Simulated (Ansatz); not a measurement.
Entries from a set of simulations; values are calculated unless marked as measured.

```
! title: GaAs (F-43m): spin-orbit coupling beyond the local functionals
! method: DFT, HSE06 with spin-orbit coupling, plane waves, PAW (and 1 further level or step)
! program: Ansatz 0.2.0
! settings of one run: cutoff 420 eV, 4×4×4 k-mesh, smearing width 0.02 eV, default PAW
! cost: 2 runs, 65 s in all on 1 × NVIDIA H100 80GB HBM3 (shared by 6 runs) with 3 threads of AMD EPYC 7R13 (Zen 3), shared host (the runs of this entry)
! notes: The cell and positions come from the Crystallography Open Database and are kept as given unless a step says otherwise. The lattice is static and excitons are left out.
! HSE06: 1.47 eV
! HSE06+SOC: 1.36 eV
CELL_PARAMETERS angstrom
0.00000 2.82685 2.82685
2.82685 0.00000 2.82685
2.82685 2.82685 0.00000
ATOMIC_POSITIONS crystal
Ga 0.00000 0.00000 0.00000
As 0.25000 0.25000 0.25000
```

[Paths, hosts, dates, memory and timing lines, banners, echoed tables and standing remarks are left out of the program output.]

[Logs are printed without paths, hosts, clocks, repeated set-up lines and the standing remarks that a program may print on its own settings, such as how far it seeks lower states.]

[Runs of the session that timed out or met a known fault of the program may be left out.]

[Cells called generated may have been cut or substituted from an entry of the Crystallography Open Database or the Materials Project.]

[Hosts, paths, dates, database ids (printed as entryN), source tags and the programs' standing remarks are cut or masked in the printed files.]
